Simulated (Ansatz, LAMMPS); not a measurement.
# Aqueous Li+ and Br-, 2.6 mol of salt per kg of water at 280 K (201 atoms): support functions against a reference

Wanted: errors and times of a linear-scaling basis for aqueous Li+ and Br-, 2.6 mol of salt per kg of water at 280 K (201 atoms). A setting counts as converged where the r.m.s. difference of forces stays under 1 % of the r.m.s. force.

Calculated with Ansatz 0.2.0; Kohn-Sham DFT, PBE+D3(BJ), PAW (set soft_2), plane waves.

## Step 1: The structure

The cell holds 201 atoms: 65 O, 130 H, 3 Li and 3 Br. Its edges and angles: a = 12.746 Å, b = 12.746 Å, c = 12.746 Å, α = 90.0°, β = 90.0°, γ = 90.0°. 65 H2O, 3 Li+, 3 Br- placed at random, at 1.15 g/cm³; overlaps pushed apart, then 10 ps at 420 K with Joung-Cheatham ions (J. Phys. Chem. B 112, 9020 (2008)); SPC/E water (Berendsen, Grigera and Straatsma, J. Phys. Chem. 91, 6269 (1987)). Snapshot after 20 ps at 280 K and fixed volume.

Before any run, some limits are plain. The network of contacts between molecules at the start is that of the classical potential that made the cell, and needn't be the one that DFT or experiment would give. The density was typed from a rule of thumb and may lie off the real one at this temperature. Sampling is at Γ alone, for a cell whose shortest periodic width is 13 Å.

## Step 2: Making the structure

A classical potential makes the cell, at a small fraction of what the same run would cost in DFT.

This step: classical MD, Joung-Cheatham ions (J. Phys. Chem. B 112, 9020 (2008)); SPC/E water (Berendsen, Grigera and Straatsma, J. Phys. Chem. 91, 6269 (1987)) (LAMMPS 22 Jul 2025 - Update 4).

in.lmp reads:

```
# aqueous Li+ and Br-, 2.6 mol of salt per kg of water
units real
atom_style full
boundary p p p
bond_style harmonic
angle_style harmonic
dihedral_style opls
improper_style harmonic
special_bonds lj 0 0 0.5 coul 0 0 0.75
read_data data.lmp
neigh_modify delay 0 every 1 check yes one 4000
comm_modify cutoff 12.0
timestep 0.5
thermo_style custom step time temp pe press density
thermo_modify norm yes
# push overlapping molecules apart
pair_style soft 2.6
pair_coeff * * 0.0
variable a equal ramp(1,60)
fix ad all adapt 1 pair soft a * * v_a
velocity all create 420 89318 mom yes dist gaussian
fix lim all nve/limit 0.03
fix lan all langevin 420 420 50 89319 zero yes
thermo 1000
run 3000 post no
unfix ad
pair_style lj/cut/coul/long 9.0
pair_modify mix arithmetic tail yes
pair_coeff 1 1 0.1553 3.1660   # O
pair_coeff 2 2 0.0000 1.0000   # H
pair_coeff 3 3 0.3367 1.4094   # Li
pair_coeff 4 4 0.0270 4.9017   # Br
kspace_style pppm 1.0e-4
thermo 100
# [... 17 lines left out ...]
compute msd all msd com yes
thermo 5000
fix md all nvt temp 280 280 100
run 20000 post no
print "== T280: mean square displacement over the hold $(c_msd[4]:%.2f) A^2"
unfix md
uncompute msd
write_dump all custom T280.dump id type xs ys zs modify sort id
```

Launch:

```sh
$ lmp -in in.lmp -log none -nocite
```

Numbers of over 12 decimals in the logs are rounded to 6 here.

The log of the run:

```text
LAMMPS (22 Jul 2025 - Update 4)
Reading data file ...
  orthogonal box = (0 0 0) to (12.74579 12.74579 12.74579)
  201 atoms
  orthogonal box = (0 0 0) to (12.74579 12.74579 12.74579)
  130 bonds
  65 angles
   Step          Time           Temp          PotEng         Press         Density
         0   0              420            0.19469253     9206.4222      1.148001
      1000   500            411.49238      0.85912632     30169.128      1.148001
      2000   1000           441.94498      0.83655949     35936.047      1.148001
      3000   1500           401.96988      0.8452518      38067.788      1.148001
Loop time of 0.193288 s on 1 MPI rank(s) for 3000 steps with 201 atoms
PPPM initialization ...
  G vector (1/distance) = 0.3013939
  grid = 8 8 8
  estimated relative force accuracy = 7.0852923e-05
   Step          Time           Temp          PotEng         Press         Density
      3000   1500           401.96988      3.017825       97103.913      1.148001
      3100   1550           401.96988     -7.0415543     -1727.8545      1.148001
      3200   1600           401.96988     -7.3848785      387.55953      1.148001
      3263   1631.5         401.96988     -7.4597154      659.19899      1.148001
Loop time of 0.441872 s on 1 MPI rank(s) for 263 steps with 201 atoms
Minimization stats:
  Stopping criterion = energy tolerance
  Energy initial, next-to-last, final =
       3.0178250053954  -7.45966131107527  -7.45971544995137
  Force two-norm initial, final = 1323.3768 8.588057
  Iterations, force evaluations = 263 506
   Step          Time           Temp          PotEng         Press         Density
         0   0              420           -7.4597154      896.49777      1.148001
      1000   500            416.26064     -6.2018259      3842.2151      1.148001
      2000   1000           439.4364      -6.1071218      3696.3791      1.148001
Loop time of 1.25084 s on 1 MPI rank(s) for 2000 steps with 201 atoms
   Step          Time           Temp          PotEng         Press         Density
      2000   1000           651.01689     -6.6846023     -7710.468       1.148001
[... 5 lines left out ...]
Loop time of 6.71694 s on 1 MPI rank(s) for 10000 steps with 201 atoms
   Step          Time           Temp          PotEng         Press         Density
[... 4 lines left out ...]
Loop time of 3.32626 s on 1 MPI rank(s) for 5000 steps with 201 atoms
   Step          Time           Temp          PotEng         Press         Density
[... 2 lines left out ...]
     25000   24000          293.91253     -6.841343       159.54185      1.148001
     30000   29000          292.0971      -6.7594159      1229.9331      1.148001
     35000   34000          264.66146     -6.8614272     -242.63785      1.148001
     37000   36000          258.08994     -6.8342827     -2095.5627      1.148001
Loop time of 12.9689 s on 1 MPI rank(s) for 20000 steps with 201 atoms
== T280: mean square displacement over the hold 12.28 A^2
```

It took 25 s on 1 thread of Arm Neoverse V2, shared host; peak memory 0.082 GiB.

The input also reads data.lmp (atoms, bonds and types; not printed here).

## Step 3: Plane-wave single point

This run is the reference for what follows, at a cutoff of 420 eV.

input.yaml reads:

```yaml
crystal:
  lattice:
    - [12.74579, 0.0, 0.0]
    - [0.0, 12.74579, 0.0]
    - [0.0, 0.0, 12.74579]
  atoms:
    - { symbol: O, position: [0.65081, 0.68252, 0.11905] }
    - { symbol: H, position: [0.59797, 0.62904, 0.09661] }
    - { symbol: H, position: [0.7106, 0.68312, 0.06825] }
    - { symbol: O, position: [0.81798, 0.1816, 0.36789] }
    - { symbol: H, position: [0.84979, 0.2349, 0.41588] }
    - { symbol: H, position: [0.86523, 0.17039, 0.30627] }
    - { symbol: O, position: [0.11728, 0.07851, 0.7163] }
    - { symbol: H, position: [0.14915, 0.14571, 0.69131] }
    - { symbol: H, position: [0.09917, 0.08486, 0.79238] }
    - { symbol: O, position: [0.84457, 0.02958, 0.82886] }
    - { symbol: H, position: [0.82008, 0.10408, 0.83141] }
    - { symbol: H, position: [0.91432, 0.02375, 0.8643] }
    - { symbol: O, position: [0.41542, 0.97662, 0.27565] }
    - { symbol: H, position: [0.39708, 0.90604, 0.2467] }
    - { symbol: H, position: [0.36419, 0.02984, 0.24921] }
    - { symbol: O, position: [0.68207, 0.77088, 0.38562] }
    - { symbol: H, position: [0.60908, 0.79189, 0.36595] }
    - { symbol: H, position: [0.68704, 0.69261, 0.38785] }
    - { symbol: O, position: [0.56238, 0.82228, 0.83222] }
    - { symbol: H, position: [0.6321, 0.82283, 0.86819] }
    - { symbol: H, position: [0.54031, 0.89598, 0.81683] }
    - { symbol: O, position: [0.74395, 0.45218, 0.41822] }
    - { symbol: H, position: [0.71436, 0.3937, 0.3751] }
    - { symbol: H, position: [0.77446, 0.50676, 0.37084] }
    - { symbol: O, position: [0.33063, 0.68171, 0.9275] }
    - { symbol: H, position: [0.31061, 0.72312, 0.86394] }
    - { symbol: H, position: [0.28972, 0.61478, 0.92906] }
    - { symbol: O, position: [0.83154, 0.98278, 0.46074] }
    - { symbol: H, position: [0.80476, 0.96621, 0.5326] }
    - { symbol: H, position: [0.8783, 0.04569, 0.46411] }
    - { symbol: O, position: [0.90273, 0.47557, 0.6926] }
    - { symbol: H, position: [0.90079, 0.42867, 0.62973] }
    [... 163 atom lines left out ...]
    - { symbol: Li, position: [0.66146, 0.16155, 0.32666] }
    - { symbol: Li, position: [0.62723, 0.60082, 0.69949] }
    - { symbol: Li, position: [0.80725, 0.86535, 0.35133] }
    - { symbol: Br, position: [0.22104, 0.12215, 0.15138] }
    - { symbol: Br, position: [0.97961, 0.45877, 0.14346] }
    - { symbol: Br, position: [0.72956, 0.25125, 0.87892] }
kpoints:
  mp_grid: { grid: [1, 1, 1] }
hamiltonian:
  xc: pbe
  dispersion: d3bj
scf:
  occupations: { method: fixed }
output:
  forces: true
  stress: true
  populations: true
  dos:
    method: { smearing: { sigma: 0.15 } }
    de: 0.1
    projected: { site_lists: { Br: [Br], H: [H], Li: [Li], O: [O] } }
  eigenvalues: true
  write_density: true
  write_potential: true
  volumetric_format: npy
```

Launch:

```sh
$ ansatz run input.yaml --threads 8 --pin off --max-ram 15872MiB --backend cpu --events-out ev --progress --plain --runs-dir out
```

The log of the run:

```text
Engine: ansatz 0.2.0, aarch64-unknown-linux-gnu
Pseudopotentials: kind: paw
Pseudopotential: O, paw, valence charge 6, recommended cutoff 420 eV (normal), O.paw.azcp
Pseudopotential: H, paw, valence charge 1, recommended cutoff 420 eV (normal), H.paw.azcp
Pseudopotential: Li, paw, valence charge 3, recommended cutoff 420 eV (normal), Li.paw.azcp
Pseudopotential: Br, paw, valence charge 7, recommended cutoff 420 eV (normal), Br.paw.azcp
Functional definition: PBE
  parameter kappa = 0.804
  parameter beta = 0.066725
  exchange = pbe_x(kappa = kappa, mu = beta*pi^2/3)
  correlation = pbe_c(beta = beta)
Crystal: 201 atoms, lattice volume = 2070.619 Å³
Basis set: ecut = 420 eV, 40483 PW (Γ), exchange–correlation on 180×180×180 points (8 copies of the dense FFT grid, shifted against one another)
Bands: 476, of which v1, the nominal top of the filled ones, is band 275 counted from 1 (274 counted from 0)
Symmetry: 1 space group operations
Space group: P1 (ITA 1), of the structure as read, at distance tolerance 1.3e-4 Å
k-points: 1
Non-local potential: O, projectors of the file, l = 0: 2, l = 1: 2, l = 2: 1
Non-local potential: H, projectors of the file, l = 0: 2, l = 1: 1
Non-local potential: Li, projectors of the file, l = 0: 3, l = 1: 2, l = 2: 1
Non-local potential: Br, projectors of the file, l = 0: 2, l = 1: 2, l = 2: 2
PAW form: soft (Blöchl's): semilocal exchange-correlation on the pseudo side does not see the compensation charge
PAW one-centre angular grid: O, 110 points (default); XC on 64 Gauss nodes
PAW one-centre angular grid: H, 110 points (default); XC on 64 Gauss nodes
PAW one-centre angular grid: Li, 110 points (default); XC on 64 Gauss nodes
PAW one-centre angular grid: Br, 110 points (default); XC on 64 Gauss nodes
Initial density: superposition of atomic densities (neutral atoms: chi_scale 0, normalization atom), corrected by the library's trained network
Initial wavefunctions: pseudopotential atomic-orbital guess
Functional: x = pbe(κ = 0.804, μ = 0.219515), c = pbe(β = 0.066725)
SCF iter   1: F=—  HF=-47954.990614 eV  |F-HF|=—  |Δ(HF+E_count)|=         —  Δρ=3.14e-3  dr2=4.05e-1  ethr=1.77e-3  ⟨swp⟩=5.0  Hψ=1713  notcnv=0  defer=195
preconditioner: auto → Resta (q_TF=auto, 2.187 Å⁻¹)  ε∞=2.2  [insulator: Δε(μ)=3.716 eV  Ē_g=17.455 eV  n_scr=364 (ndim 8)  ℏωp=19.0 eV  f_vac=0.253  ε∞_Penn≈2.2]
SCF iter   2: F=—  HF=-47954.818261 eV  |F-HF|=—  |Δ(HF+E_count)|=   1.72e-1  Δρ=1.70e-3  dr2=9.78e-2  ethr=7.36e-5  ⟨swp⟩=4.0  Hψ=782  notcnv=0  defer=198
SCF iter   3: F=—  HF=-47954.760308 eV  |F-HF|=—  |Δ(HF+E_count)|=   5.80e-2  Δρ=8.38e-4  dr2=2.53e-2  ethr=1.78e-5  ⟨swp⟩=3.0  Hψ=552  notcnv=0  defer=199
SCF iter   4: F=—  HF=-47954.751469 eV  |F-HF|=—  |Δ(HF+E_count)|=   8.84e-3  Δρ=2.61e-4  dr2=1.54e-3  ethr=4.60e-6  ⟨swp⟩=3.0  Hψ=502  notcnv=0  defer=199
SCF iter   5: F=—  HF=-47954.751496 eV  |F-HF|=—  |Δ(HF+E_count)|=   2.72e-5  Δρ=1.36e-4  dr2=3.07e-4  ethr=2.79e-7  ⟨swp⟩=2.0  Hψ=816  notcnv=0  defer=199
SCF iter   6: F=—  HF=-47954.751449 eV  |F-HF|=—  |Δ(HF+E_count)|=   4.69e-5  Δρ=3.88e-5  dr2=2.41e-5  ethr=5.58e-8  ⟨swp⟩=2.0  Hψ=551  notcnv=0  defer=197
SCF iter   7: F=—  HF=-47954.752031 eV  |F-HF|=—  |Δ(HF+E_count)|=   5.82e-4  Δρ=9.77e-6  dr2=1.85e-6  ethr=4.38e-9  ⟨swp⟩=2.0  Hψ=556  notcnv=0  defer=195
SCF iter   8: F=—  HF=-47954.752032 eV  |F-HF|=—  |Δ(HF+E_count)|=   1.25e-6  Δρ=5.58e-6  dr2=4.99e-7  ethr=3.36e-10  ⟨swp⟩=2.0  Hψ=550  notcnv=0  defer=195
SCF iter   9: F=-47954.752032 eV  HF=-47954.752032 eV  |F-HF|=7.83e-9  |Δ(HF+E_count)|=   2.95e-8  Δρ=1.26e-6  dr2=2.83e-8  ethr=1.82e-11  ⟨swp⟩=21.0  Hψ=5149  notcnv=0
SCF 1 converged in 9 iterations: F = -47954.752032 eV  dr2 = 2.83e-8
  greatest PAW one-centre occupation: 1.000 electrons in one spin orbital (limit 2), on the Li atom at site 195 (counted from 0), in its partial waves of l = 0
WARN: The input density's exchange-correlation potential varies sharply where the density is thin. Do not read a vacuum level from v_tot or v_xc, or from such a field of the output density. On a cell that repeats whose density bears no net charge and no dipole along the vacuum's axis use v_es (v_loc + v_h of the components); [...]
SCF converged after 9 iterations
Free energy (F): -47954.752032 eV
Harris-Foulkes:  -47954.752032 eV  (|F-HF|=7.83e-9)
Internal energy: -47954.752032 eV  (E = F + TS)
E sigma→0 (E₀):  -47954.752032 eV
Fermi energy:    -1.294749 eV
--- Per-component energies (eV) ---
  E_band       = -5287.315799
  E_kinetic    = 13588.180804
  E_local      = -42747.593911  (includes V_loc(G=0)·N_el)
  E_nonlocal   = 3455.738191
  E_hartree    = 15413.538527
  E_xc         = -6725.043697
  E_vxc        = -7891.311622  (∫ρ·V_xc dr)
  E_paw        = -17181.239101  (= ΣΔE_a)
  E_vpaw       = -2519.411961  (= ΣTr[D̂ρ^β])
  E_aug_tail   = 0.012167  (compensation charges beyond the density's cutoff)
  E_ewald      = -13750.665297
  E_disp       = -7.679715  (pairwise vdW)
  E_smearing   = -0.000000  (= −TS)
  E_closure    = -0.000000  (closes the sum)
  Σ components = -47954.752032   (vs F -47954.752032, Δ=0.00e0)
--- Forces (eV/Å), atoms counted from 1 ---
  atom   1  O      0.07605613     0.13290361    -0.23342326
  atom   2  H      0.45706048     0.09483619    -0.38958034
  atom   3  H     -0.50288350    -0.38838706     0.48451155
  atom   4  O      0.21219153     0.40506943     0.09755659
  atom   5  H     -0.31739321    -0.68815824    -1.04257341
  atom   6  H     -0.01524519     0.65220979     0.96868569
  atom   7  O      0.26602008     0.25110958    -0.63551237
  atom   8  H     -0.49508340    -0.58628166     0.90861002
  atom   9  H      0.41426181     0.11907902    -0.39514474
  atom  10  O      0.59424988    -0.01665589     0.31586155
  atom  11  H      0.41368264    -0.67143354     0.35001938
  atom  12  H     -0.82159355     0.50314638    -0.38924379
  atom  13  O     -0.44287198    -0.16802939    -0.60165681
  atom  14  H      0.15477472     1.11392078     0.23625963
[...]
atom 200  Br    -0.25188124     0.06045964    -0.11056380
  atom 201  Br    -0.21879086    -0.16956069    -0.16743205
  max |Σ_I F_I| component: 9.93e-5 eV/Å
--- Stress (GPa, compression-positive) ---
       -2.556266       0.164593       0.174318
        0.164592      -2.707177      -0.012212
        0.174318      -0.012212      -2.233046
  P = ⅓ Tr σ = -2.4988 GPa (-24.988 kbar)
--- Band table (eV) ---
  k-point 0: bands = ["-44.0747", "-43.7995", "-43.6672", "-21.8293", [... 460 levels ...], "11.0506", "11.0650", "11.1032", "11.1360", "11.1790", "11.2193", "11.2466", "11.2592", "11.2976", "11.3166", "11.3624", "11.3748"]
--- Löwdin populations: 201 sites ---
  site symbol       q [e]
     0      O      6.6813
     1      H      0.6231
     2      H      0.6116
[...]
200     Br      7.4668
  spilling = 0.010572 (of n_electrons = 550.000000)
```

Elapsed: 22 s, on 8 threads of Arm Neoverse V2, shared host; peak memory 3 GiB; 2.7 min of CPU time.

The program notes that the exchange-correlation potential is rough where the density is thin.

Numbers from this run:

* free energy: -47954.7520 eV
* free energy per atom: -238.5809 eV/atom
* SCF cycles: 9
* pressure: -2.499 GPa
* r.m.s. force component: 0.5119 eV/Å
* longest force: 1.711 eV/Å
* Fermi energy: -1.295 eV
* gap (highest filled to lowest empty level): 3.24 eV
* spilling of the projection: 0.01057

Neighbours are counted within 1.21 Å (H-O), 2.48 Å (O-Li).

Length of the force by element and coordination:

```
element  coordination  atoms  mean length of the force (eV/Å)  spread  least   most
     Br           all      3                            0.269  0.0505  0.202  0.324
      H           all    130                            0.956   0.316  0.173   1.71
     Li           all      3                            0.360   0.149  0.190  0.554
      O           all     65                            0.580   0.238  0.142   1.24
      O             2     53                            0.598   0.249  0.142   1.24
      O             3     12                            0.501   0.164  0.215  0.792
```

Löwdin charges by element and coordination (they lack the spilled electrons, 0.029 e an atom on average):

```
element  coordination  atoms  mean charge (e)  spread   least    most
     Br           all      3           -0.492  0.0219   -0.52  -0.467
      H           all    130            0.385  0.0131   0.347   0.418
     Li           all      3            0.778  0.0018   0.776   0.780
      O           all     65           -0.694  0.0291  -0.783  -0.636
      O             2     53           -0.685  0.0218  -0.729  -0.636
      O             3     12           -0.734  0.0217  -0.783  -0.706
```

States in the cell by windows of 1 eV, zero at the Fermi level; the larger projections on atomic orbitals stand beside the total:

```
from (eV)  to (eV)  total   O p   H s
      -14      -13    5.4   0.0   0.3
      -13       -9    0.0   0.0   0.0
       -9       -8   36.6  24.9  10.8
       -8       -7   66.6  45.9  19.4
       -7       -6   26.8  18.6   7.8
       -6       -5   13.5  10.3   1.6
       -5       -4   45.4  36.0   4.1
       -4       -3   53.0  44.2   3.0
       -3       -2   65.4  59.4   0.9
       -2       -1   80.5  66.5   0.5
       -1        0   19.3  18.9   0.1
        0        1    0.9   0.8   0.0
        1        3    0.0   0.0   0.0
        3        4    2.0   0.1   1.2
        4        5   11.7   1.0   6.7
```

With fixed occupations the program's Fermi level is the highest filled level; weight inside the gap is the broadening of levels at its edges.

Between -26 and -14 eV lie 131 more states.

The levels nearest the highest filled one (over half full), pooled over k-points and spins:

```
level less the highest filled one (eV)  occupation
                                -0.730           2
                                -0.611           2
                                -0.556           2
                                -0.512           2
                                -0.412           2
                                     0           2
                                  3.24           0
                                  4.36           0
                                  4.43           0
                                  4.61           0
                                  4.67           0
                                  4.69           0
```

Electrostatic potential energy in the ac plane at fractional y = 0.169, with atoms of O and H and Li within 0.2 Å of it. With pseudopotentials it is smooth inside the atoms' cores, unlike the true potential.

Ten even steps from '0' (-34 eV) to '9' (5 eV), each cell a mean:
```
9888999999999999999999999999999999999
8448999999999999999999999888899999999
7238999999999999999999999877789999998
8889999999999999999999999988888999999
9999999999999999999999999999999999999
9999999999999999999999999998889999999
9999955899999999999999999996259999999
9999844899999999999999999996037999999
8899988999999997448999999991002469988
3799999999999982003999999995113239510
2899999999999985236846887479888889400
8999999999999999999620101269999999977
9999999899999999999883000899999999999
9999998678999999999999658999986689999
9999998647899999999999987789920059999
9999999757899999999999851158941027999
9999999988999999999999862268997405999
8999999999999999999999998889999878867
3378998766899999999999999999999998301
3268986100589999999999999999999999634
8889986100489988999999999999999999999
9999998656899987889999999999999999999
9999999999999998732699999999988999999
9999999999999999853699999999999999999
```
Columns run along a (12.7 Å; values clipped at the 3rd and 97th percentile), rows up along c (12.7 Å). Atoms in or near the plane, at fractional coordinates: O at (0.82, 0.37), H at (0.87, 0.31), O at (0.61, 0.48), H at (0.67, 0.52), H at (0.55, 0.52), H at (0.48, 0.03), O at (0.45, 0.59), O at (0.77, 0.62), H at (0.84, 0.60), H at (0.76, 0.70), O at (0.96, 0.56), H at (0.02, 0.19), H at (0.03, 0.89), Li at (0.66, 0.33).

(Part 1 of 2 ends here.)

[Logs are printed without paths, hosts, clocks, repeated set-up lines and the standing remarks that a program may print on its own settings, such as how far it seeks lower states.]

[Hosts, paths, dates, database ids (printed as entryN), source tags and the programs' standing remarks are cut or masked in the printed files.]
